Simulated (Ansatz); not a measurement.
# Lattice dynamics of AlPt3N (built on the sites of a database entry of InNi3N)

Aim: the vibrations of AlPt3N (built on the sites of a database entry of InNi3N), their spectra, and whether the structure is stable.

Calculated with Ansatz 0.2.0; DFT RPBE, scalar-relativistic, plane waves, PAW.

This is a report of a sequence of runs, with most program output left out.

The structure was built from a prototype and need not be the compound's stable phase.

## (1) The starting structure

The structure is cubic, space group Pm-3m (No. 221). Conventional cell: a = 3.922 Å, b = 3.922 Å, c = 3.922 Å, α = 90.00°, β = 90.00°, γ = 90.00°. Al has 12 Pt at 2.77 Å nearest. Nearest to Pt lie 2 N at 1.96 Å. N has 6 Pt at 1.96 Å nearest. Farther neighbours and most contacts between anions are not listed.

Structure file:

```cif
data_structure
_symmetry_space_group_name_H-M 'Pm-3m'
_symmetry_Int_Tables_number 221
_cell_length_a 3.9216
_cell_length_b 3.9216
_cell_length_c 3.9216
_cell_angle_alpha 90.000
_cell_angle_beta 90.000
_cell_angle_gamma 90.000
_cell_volume 60.31
loop_
_atom_site_label
_atom_site_type_symbol
_atom_site_symmetry_multiplicity
_atom_site_Wyckoff_symbol
_atom_site_fract_x
_atom_site_fract_y
_atom_site_fract_z
_atom_site_occupancy
Al1 Al 1 a 0.00000 0.00000 0.00000 1
Pt1 Pt 3 c 0.50000 0.50000 0.00000 1
N1 N 1 b 0.50000 0.50000 0.50000 1
```

## (2) Rough relaxation

The start is far from rest, so a relaxation with loose tolerances brings it close first.

input.yaml

```yaml
crystal:
  lattice:
    - [3.92158, 0.0, 0.0]
    - [0.0, 3.92158, 0.0]
    - [0.0, 0.0, 3.92158]
  atoms:
    - { symbol: Al, position: [0.0, 0.0, 0.0] }
    - { symbol: Pt, position: [0.5, 0.5, 0.0] }
    - { symbol: Pt, position: [0.5, 0.0, 0.5] }
    - { symbol: Pt, position: [0.0, 0.5, 0.5] }
    - { symbol: "N", position: [0.5, 0.5, 0.5] }
kpoints:
  mp_grid: { grid: [6, 6, 6] }
hamiltonian:
  xc: rpbe
scf:
  occupations: { method: gaussian, width: 0.1 }
output:
  forces: true
  stress: true
  eigenvalues: true
relax:
  adjacent_minimum: "off"
  f_tol: 0.05
  max_steps: 80
  cell: { stress_tol: 0.5 }
```

On the command line:

```sh
ansatz run input.yaml --threads 8 --pin off --max-ram 14336MiB --backend cpu --events-out ev --progress --plain --runs-dir out
```

Run time: 3.2 s. Hardware: 8 threads of Arm Neoverse V2, shared host; peak memory 0.45 GiB.

Relaxation path:

```tsv
step	energy less that of the first step (eV)	largest force component (eV/Å)	pressure (GPa)	volume (Å³)
1	0.0000	0.0000	65.27	60.31
2	-2.1235	0.0000	14.79	69.57
3	-2.3075	0.0000	4.07	72.84
4	-2.3242	0.0000	-0.14	74.38
5*	-2.3672	0.0000	0.63	74.38
6	-2.3674	0.0000	0.03	74.62
7*	-2.3679	0.0000	0.03	74.62
```

Relaxation steps marked * repeat the geometry before them on a plane-wave basis chosen anew for their cell, so energy and pressure can jump there.

The run keeps the 48 symmetry operations that it works with, so distortions that break them were not tested.

```tsv
conventional cell, symmetrised	before	after	change
a (Å)	3.922	4.210	+7.4 %
b (Å)	3.922	4.210	+7.4 %
c (Å)	3.922	4.210	+7.4 %
volume (Å³/atom)	12.06	14.92	+23.7 %
```

Final coordinates:

```xyz
5
Lattice="4.2101 0.0000 0.0000 0.0000 4.2101 0.0000 0.0000 0.0000 4.2101" Properties=species:S:1:pos:R:3 pbc="T T T"
Al    0.0000    0.0000    0.0000
Pt    2.1050    2.1050    0.0000
Pt    2.1050    0.0000    2.1050
Pt    0.0000    2.1050    2.1050
N     2.1050    2.1050    2.1050
```

Numbers from this step:

- pressure: 0.02985 GPa
- volume per atom: 14.92 Å³
- gap on the k-mesh: 0 eV

In this step the volume went from 12.06 to 14.92 Å³/atom.

## (3) Relaxation

The cell and atoms are relaxed, since residual forces and stress would shift the frequencies.

input.yaml, the sections that differ from step 2:

```yaml
crystal:
  lattice:
    - [4.2100834545, 0.0, 0.0]
    - [0.0, 4.2100834545, 0.0]
    - [0.0, 0.0, 4.2100834545]
  atoms:
    - { symbol: Al, position: [0.0, 0.0, 0.0] }
    - { symbol: Pt, position: [0.5, 0.5, 0.0] }
    - { symbol: Pt, position: [0.5, 0.0, 0.5] }
    - { symbol: Pt, position: [0.0, 0.5, 0.5] }
    - { symbol: "N", position: [0.5, 0.5, 0.5] }
kpoints:
  mp_grid: { grid: [8, 8, 8] }
relax:
  adjacent_minimum: "off"
  f_tol: 0.005
  max_steps: 80
  cell: { stress_tol: 0.05 }
# hamiltonian, scf, output: as in step 2
```

It took 2.8 s on 8 threads; peak memory 0.5 GiB.

Little changed from the start: no atom moved by 0.005 Å and no cell edge by 0.1 %.

This step gave:

* pressure: -0.001132 GPa
* volume per atom: 14.91 Å³

In this step the volume went from 14.92 to 14.91 Å³/atom.

## (4) Tight relaxation

Phonons need a cell at rest on their own settings, so the relaxation is repeated with tight tolerances on forces and stress on the k mesh and occupations of the first response run.

input.yaml

```yaml
crystal:
  lattice:
    - [4.2089485517, 0.0, 0.0]
    - [0.0, 4.2089485517, 0.0]
    - [0.0, 0.0, 4.2089485517]
  atoms:
    - { symbol: Al, position: [0.0, 0.0, 0.0] }
    - { symbol: Pt, position: [0.5, 0.5, 0.0] }
    - { symbol: Pt, position: [0.5, 0.0, 0.5] }
    - { symbol: Pt, position: [0.0, 0.5, 0.5] }
    - { symbol: "N", position: [0.5, 0.5, 0.5] }
kpoints:
  mp_grid: { grid: [8, 8, 8] }
hamiltonian:
  xc: rpbe
scf:
  occupations: { method: methfessel_paxton, width: 0.2 }
output:
  forces: true
  stress: true
  eigenvalues: true
  write_density: true
  write_potential: true
  elf: true
  volumetric_format: npy
relax:
  adjacent_minimum: "off"
  f_tol: 0.001
  max_steps: 60
  cell: { stress_tol: 0.01 }
```

It took 2.8 s on 8 threads; peak memory 0.5 GiB; 18 s of CPU time.

Little changed from the start: no atom moved by 0.005 Å and no cell edge by 0.1 %.

Numbers from this step:

```
pressure : -2.85e-4 GPa
```

Electrostatic potential energy in the ac plane at fractional y = 0.500, with atoms of Pt and N within 0.2 Å of it. With pseudopotentials it is smooth inside the atoms' cores, unlike the true potential.

Ten even steps from '_' (-67 eV) to '@' (20 eV), each cell a mean:
```
@@@@@@@@##--____..==%%@@@@@@
@@@@@@@@%%++::::--**%%@@@@@@
@@@@@@@@@@%%****##%%@@@@@@@@
##%%@@@@@@@@%%%%%%@@@@@@%%%%
--++##@@@@@@%%##%%@@@@%%**==
__..==%%@@##==--++%%%%##--..
____--##%%++::..--##%%**::__
__..==##%%**--::==%%%%**::__
::--**%%@@%%**++##@@@@%%++--
**##%%@@@@@@%%%%@@@@@@@@%%##
@@@@@@@@@@%%####%%@@@@@@@@@@
@@@@@@@@%%**==--==##@@@@@@@@
@@@@@@@@##--..__..++%%@@@@@@
@@@@@@@@**::______--##@@@@@@
```
Columns run along a (4.2 Å; values clipped at the 3rd and 97th percentile), rows up along c (4.2 Å). Atoms in or near the plane, at fractional coordinates: Pt at (0.50, 0.00), Pt at (0.00, 0.50), N at (0.50, 0.50).

ELF in the ac plane at fractional y = 0.500, with atoms of Pt and N within 0.2 Å of it. It is the smooth field of the valence electrons, not physical close to the nuclei.

Values, 14 rows by 14 columns, each cell a mean:
```
0.16 0.17 0.22 0.29 0.44 0.62 0.68 0.68 0.67 0.57 0.37 0.26 0.20 0.17
0.20 0.20 0.21 0.26 0.37 0.53 0.58 0.58 0.58 0.48 0.32 0.23 0.20 0.20
0.26 0.25 0.22 0.20 0.22 0.27 0.29 0.28 0.29 0.25 0.21 0.20 0.23 0.26
0.38 0.36 0.28 0.19 0.19 0.27 0.36 0.39 0.33 0.23 0.18 0.21 0.32 0.37
0.57 0.55 0.39 0.21 0.29 0.56 0.72 0.76 0.69 0.46 0.23 0.25 0.48 0.57
0.66 0.66 0.47 0.25 0.46 0.74 0.64 0.53 0.69 0.69 0.33 0.29 0.58 0.67
0.67 0.67 0.47 0.25 0.55 0.74 0.37 0.12 0.53 0.76 0.39 0.28 0.58 0.68
0.67 0.67 0.48 0.25 0.50 0.75 0.55 0.37 0.64 0.72 0.36 0.29 0.58 0.68
0.62 0.61 0.43 0.23 0.35 0.66 0.75 0.74 0.74 0.56 0.27 0.27 0.53 0.62
0.44 0.43 0.31 0.19 0.20 0.35 0.50 0.55 0.46 0.29 0.19 0.22 0.37 0.44
0.29 0.28 0.23 0.19 0.19 0.23 0.25 0.25 0.25 0.21 0.19 0.20 0.26 0.29
0.22 0.22 0.21 0.23 0.31 0.43 0.48 0.47 0.47 0.39 0.28 0.22 0.21 0.22
0.17 0.18 0.22 0.28 0.43 0.61 0.67 0.67 0.66 0.55 0.36 0.25 0.20 0.17
0.15 0.17 0.22 0.29 0.44 0.62 0.67 0.67 0.66 0.57 0.38 0.26 0.20 0.16
```
Columns run along a (4.2 Å), rows up along c (4.2 Å). Atoms in or near the plane, at fractional coordinates: Pt at (0.50, 0.00), Pt at (0.00, 0.50), N at (0.50, 0.50).

Valence density in the ac plane at fractional y = 0.500, with atoms of Pt and N within 0.2 Å of it. It is the smooth field of the valence electrons, not physical close to the nuclei.

Ten even steps from '_' (0 e/Å³) to '@' (11 e/Å³), each cell a mean:
```
________..==##%%**--________
__________::====--..________
____________......__________
____________________________
--::..________..________..--
##**::____..::::..____..--**
@@##--____..::::::..__..==%%
%%**::____..::::::____..==##
++--..______......______::==
....______________________..
____________________________
__________..::--::..________
________..--**##**::________
________..++%%@@##--________
```
Columns run along a (4.2 Å), rows up along c (4.2 Å). Atoms in or near the plane, at fractional coordinates: Pt at (0.50, 0.00), Pt at (0.00, 0.50), N at (0.50, 0.50).

The forces vanish by symmetry and the pressure is 0.000 GPa, within the tolerances set. The cell now holds 14.91 Å³/atom.

## (5) Modes at Γ

The zone centre comes first: it holds the modes that light can see, as far as symmetry allows. No field response is asked, since the mesh shows no gap.

input.yaml, the sections that differ from step 4:

```yaml
crystal:
  lattice:
    - [4.2086436197, 0.0, 0.0]
    - [0.0, 4.2086436197, 0.0]
    - [0.0, 0.0, 4.2086436197]
  atoms:
    - { symbol: Al, position: [0.0, 0.0, 0.0] }
    - { symbol: Pt, position: [0.5, 0.5, 0.0] }
    - { symbol: Pt, position: [0.5, 0.0, 0.5] }
    - { symbol: Pt, position: [0.0, 0.5, 0.5] }
    - { symbol: "N", position: [0.5, 0.5, 0.5] }
output:
  eigenvalues: true
phonons:
  method: dfpt
# kpoints, hamiltonian, scf: as in step 4
# relax: removed
```

The job ended after 21 s (8 threads; peak memory 1.3 GiB; 2.5 min of CPU time).

Numbers from this step:

```yaml
sum_rule_residual_before_enforcement: 5.93e-5 eV/Å²
point_group: m-3m
highest_optical_mode_at_the_zone_centre_no_lo_to_term: 271.2 cm⁻¹
lowest_optical_zone_centre_mode: -139.7 cm⁻¹
```

Patterns of degenerate modes are one choice out of their space. Modes at Γ, with each element's share of the kinetic energy (negative means imaginary):

```tsv
mode	frequency (cm⁻¹)	symmetry	Al %	Pt %	N %
1	-139.7	T1u	39	35	26
2	-139.7	T1u	39	35	26
3	-139.7	T1u	39	35	26
4	-96.3	T2u	0	100	0
5	-96.3	T2u	0	100	0
6	-96.3	T2u	0	100	0
7	0.0	acoustic	4	93	2
8	0.0	acoustic	4	93	2
9	0.0	acoustic	4	93	2
10	61.6	T1u	54	37	9
11	61.6	T1u	54	37	9
12	61.6	T1u	54	37	9
13	271.2	T1u	2	35	63
14	271.2	T1u	2	35	63
15	271.2	T1u	2	35	63
```

Displacements in mode 2 (-139.7 cm⁻¹), the largest set to 1:
```
Al1 -0.28  0.42  0.89
Pt2  0.06 -0.09  0.17
Pt3  0.06  0.08 -0.18
Pt4 -0.05 -0.09 -0.18
N5  -0.31  0.47  1.00
```

Displacements in mode 13 (271.2 cm⁻¹), the largest set to 1:
```
Al1 -0.14  0.00  0.00
Pt2  0.06  0.00  0.00
Pt3  0.06  0.00  0.00
Pt4 -0.18  0.00  0.00
N5   1.00  0.00  0.00
```

Before it was imposed, the acoustic sum rule was missed by 5.9e-5 eV/Å². Small misses are needed for a sound result but don't prove that mesh and cutoff are converged. The lowest optical mode is imaginary, 139.7i cm⁻¹, so the energy falls along it.

## (6) Response at finite wavevector

Stability and thermal properties need the whole zone. Linear response on a 4×4×4 q mesh gives force constants as far as a supercell of that size would.

input.yaml, as its differences from that of step 5:

```diff
@@ -21 +21,8 @@
   method: dfpt
+  qmesh: [4, 4, 4]
+  temperatures: { t_max: 1000, t_step: 50 }
+  qpath:
+    path:
+      - [[0.0, 0.0, 0.0], [0.0, 0.5, 0.0], [0.5, 0.5, 0.0], [0.0, 0.0, 0.0], [0.5, 0.5, 0.5], [0.0, 0.5, 0.0]]
+      - [[0.5, 0.5, 0.5], [0.5, 0.5, 0.0]]
+    npoints: 10
```

It took 8.5 min on 8 threads; peak memory 3.2 GiB.

This step gave:

```yaml
sum_rule_residual_before_enforcement: 5.60e-5 eV/Å²
lowest_frequency_on_the_path: -139.7 cm⁻¹
highest_frequency_on_the_path_or_at_a_solved_wavevector: 513.3 cm⁻¹
lowest_mode_on_the_q_mesh_acoustic_modes_at_gamma_apart: -139.7 cm⁻¹
```

Frequencies (cm⁻¹) solved at each irreducible wavevector; negative means imaginary. Frequencies by wavevector, by row:

```tsv
q in reciprocal lattice units	star	mode 1	mode 2	mode 3	mode 4	mode 13	mode 14	mode 15
0 0 0	1	-139.7	-139.7	-139.7	-96.3	271.2	271.2	271.2
0 0 0.25	6	-126.5	-126.5	-86.1	-86.1	279.7	279.7	400.6
0 0 -0.5	3	-105.7	-105.7	-83.4	-69.5	290	290	513.3
0 0.25 0.25	12	-109.2	-88.9	-83.9	-69.7	288.6	394.8	395.5
0 0.25 -0.5	12	-93.8	-81.8	-67.8	-65.5	299.5	385.1	503.1
0 -0.5 -0.5	3	-73.5	-67.7	-67.7	-67.5	308	492	492
0.25 0.25 0.25	8	-93.1	-84.5	-84.5	-49.8	383.5	383.5	394.7
0.25 0.25 -0.5	12	-86.8	-82.3	-63.3	-25.8	372.7	384.4	497.7
0.25 -0.5 -0.5	6	-73	-73	-66.7	32.3	380.6	492.8	492.8
-0.5 -0.5 -0.5	1	-65.7	-65.7	-65.7	-27.9	489.4	489.4	489.4
```

Interpolated from a 4×4×4 q mesh. Phonon branches along the path, in cm⁻¹:

```tsv
point	branch 1	branch 2	branch 3	branch 4	branch 12	branch 13	branch 14	branch 15
Γ	-140	-140	-140	-96	62	271	271	271
halfway	-126	-126	-86	-86	125	280	280	401
X	-106	-106	-83	-70	159	290	290	513
halfway	-94	-82	-68	-66	159	300	385	503
M	-74	-68	-68	-68	162	308	492	492
halfway	-109	-89	-84	-70	142	289	395	396
Γ	-140	-140	-140	-96	62	271	271	271
halfway	-93	-84	-84	-50	156	384	384	395
R	-66	-66	-66	-28	190	489	489	489
halfway	-87	-82	-63	-26	166	373	384	498
X	-106	-106	-83	-70	159	290	290	513
jump to R	-66	-66	-66	-28	190	489	489	489
halfway	-73	-73	-67	32	177	381	493	493
M	-74	-68	-68	-68	162	308	492	492
```

Tetrahedra on a 16×16×16 mesh, mean over bins of 10 cm-1. Interpolated from a 4×4×4 q mesh. Table of phonon density of states by wavenumber; read off at these points:

```tsv
wavenumber (cm⁻¹)	phonon density of states (1/cm⁻¹/cell)
-145	0
-125	0.00714
-95	0.0573
-85	0.114
-75	0.0923
-55	0.0448
-35	0.0272
-5	0.0131
15	0.0135
35	0.0221
55	0.0460
75	0.0963
85	0.0666
105	0.0324
115	0.0671
125	0.0220
155	0.0327
175	0.00921
195	0
215	0
245	0
265	0
285	0.013
315	0.0181
335	0.0115
355	0.00947
375	0.00909
405	0.00843
425	0.00969
445	0.00976
465	0.0134
485	0.0246
495	0.0212
515	3.8e-4
```

The partial phonon density of states has structure finer than the step of the table below, so its rows give means over 20 cm⁻¹, whole bins alone (the curve runs from -150 to 536 cm⁻¹). Peaks (cm⁻¹: height): Al -54.9: 0.00779, 74.4: 0.0475; N 298.6: 0.0202, 328.7: 0.0299, 371.8: 0.0198, 423.6: 0.0175, 466.7: 0.0213, 492.5: 0.0256; Pt -85.0: 0.103, 74.4: 0.0449, 117.5: 0.0378, 160.6: 0.0309.

Phonopy on the run's constants, 13x13x13 mesh, Gaussian sigma 4.9 cm-1. Interpolated from a 4×4×4 q mesh. Table of partial phonon density of states by wavenumber; means over each step; values in 1/cm⁻¹/cell:

```tsv
wavenumber (cm⁻¹)	Al	N	Pt
-120	0.00284	0.00178	0.00544
-100	0.00346	0.00245	0.0368
-80	0.00537	0.00123	0.0943
-60	0.00739	8.2e-4	0.0557
-40	0.00563	0.00121	0.0254
-20	0.00575	8.3e-4	0.0136
0	0.00220	3.2e-4	0.00633
20	0.00361	4.0e-4	0.0113
40	0.00519	9.2e-4	0.0231
60	0.0248	0.00130	0.0378
80	0.0397	0.00144	0.0378
100	0.0201	0.00101	0.0212
120	0.0144	3.5e-4	0.0264
140	0.00420	1.9e-4	0.00912
160	0.00353	1.3e-4	0.0238
180	9.9e-5	1.7e-5	0.00722
200	0	0	3.4e-4
220	0	0	0
240	0	0	0
260	9.4e-6	2.8e-4	1.4e-4
280	1.3e-4	0.00664	0.00266
300	1.2e-4	0.0166	0.00505
320	1.2e-4	0.0148	0.00263
340	6.4e-5	0.00729	0.00116
360	4.1e-5	0.00698	5.0e-4
380	1.2e-4	0.0139	8.9e-4
400	7.2e-6	0.00161	6.8e-5
420	1.1e-4	0.0137	3.2e-4
440	5.1e-5	0.00773	1.7e-4
460	9.3e-5	0.0126	8.7e-5
480	1.1e-4	0.0172	7.8e-5
500	9.6e-5	0.0150	2.9e-5
520	1.0e-6	9.7e-4	1.0e-6
```

Symmetry leaves 10 wavevectors to solve. The lowest mode among them, the acoustic zeros apart, lies at Γ and is imaginary, 139.7i cm⁻¹, so the energy falls along it.

## (7) Isotope substitution

An isotope changes the mass and not the force constants, so no new electronic calculation is needed; the shifts show which modes move this element.

The same force constants with the mass of N changed from 14.007 to 15.000 u (phonopy, no LO-TO term). Both lists are sorted by frequency; levels can cross, so a row need not hold one and the same mode. Modes under 3 cm⁻¹ are left out. Isotope shifts, by row, the first 40 of 57 rows:

```tsv
q	rank	natural mass (cm⁻¹)	changed mass (cm⁻¹)
0 0 0	1	-139.7	-138.4
0 0 0	2	-139.7	-138.4
0 0 0	3	-139.7	-138.4
0 0 0	4	-96.3	-96.3
0 0 0	5	-96.3	-96.3
0 0 0	6	-96.3	-96.3
0 0 0	10	61.61	61.41
0 0 0	11	61.61	61.41
0 0 0	12	61.61	61.41
0 0 0	13	271.2	265.5
0 0 0	14	271.2	265.5
0 0 0	15	271.2	265.5
0 0 0.25	1	-126.5	-125.5
0 0 0.25	2	-126.5	-125.5
0 0 0.25	3	-86.06	-86.06
0 0 0.25	4	-86.06	-86.06
0 0 0.25	5	-84.67	-84.67
0 0 0.25	6	-34.61	-34.6
0 0 0.25	7	-22.49	-22.44
0 0 0.25	8	-22.49	-22.44
0 0 0.25	9	62.55	62.45
0 0 0.25	10	62.55	62.45
0 0 0.25	11	99.22	99.2
0 0 0.25	12	125.1	124.9
0 0 0.25	13	279.7	273.4
0 0 0.25	14	279.7	273.4
0 0 0.25	15	400.6	387.8
0 0 -0.5	1	-105.7	-105.1
0 0 -0.5	2	-105.7	-105.1
0 0 -0.5	3	-83.36	-83.36
0 0 -0.5	4	-69.51	-69.51
0 0 -0.5	5	-69.51	-69.51
0 0 -0.5	6	-32.25	-32.11
0 0 -0.5	7	-32.25	-32.11
0 0 -0.5	8	46.42	46.42
0 0 -0.5	9	62.97	62.97
0 0 -0.5	10	62.97	62.97
0 0 -0.5	11	139.1	139.1
0 0 -0.5	12	158.7	158.7
0 0 -0.5	13	290	283
```

A mode of this element alone would shift by -3.37 %. The highest zone-centre frequency without the field goes from 271.2 to 265.5 cm⁻¹ (-2.1 %).

## (8) Results

```
space group after relaxation (within 0.01 Å)            : Pm-3m
volume per atom                                         : 14.9 Å³
electronic character                                    : no gap on this mesh
highest optical mode at the zone centre (no LO-TO term) : 271 cm⁻¹
lowest optical zone-centre mode                         : -140 cm⁻¹
lowest mode on the q mesh (acoustic modes at Γ apart)   : -140 cm⁻¹
highest frequency on the path or at a solved wavevector : 513 cm⁻¹
imaginary modes on the 4×4×4 q mesh                     : yes
```

Modes are clearly imaginary (beyond 10i cm⁻¹) at 10 of the 10 irreducible wavevectors, most at Γ (139.7i cm⁻¹), so this structure is not a minimum of the energy. The optical modes at Γ span -140 to 271 cm⁻¹ (negative means imaginary). With no gap, or one that is small against the smearing, the frequencies hang on the k mesh and the smearing, most of all near Kohn anomalies. Spin-orbit coupling is left out, which can matter for the heavy elements here. The starting cell was built on a prototype and not taken from a measurement, so the phase need not exist. These are harmonic frequencies at zero temperature: anharmonic shifts, linewidths and thermal expansion are left out.

[Logs are printed without paths, hosts, clocks, repeated set-up lines and the standing remarks that a program may print on its own settings, such as how far it seeks lower states.]

[Hosts, paths, dates, database ids (printed as entryN), source tags and the programs' standing remarks are cut or masked in the printed files.]
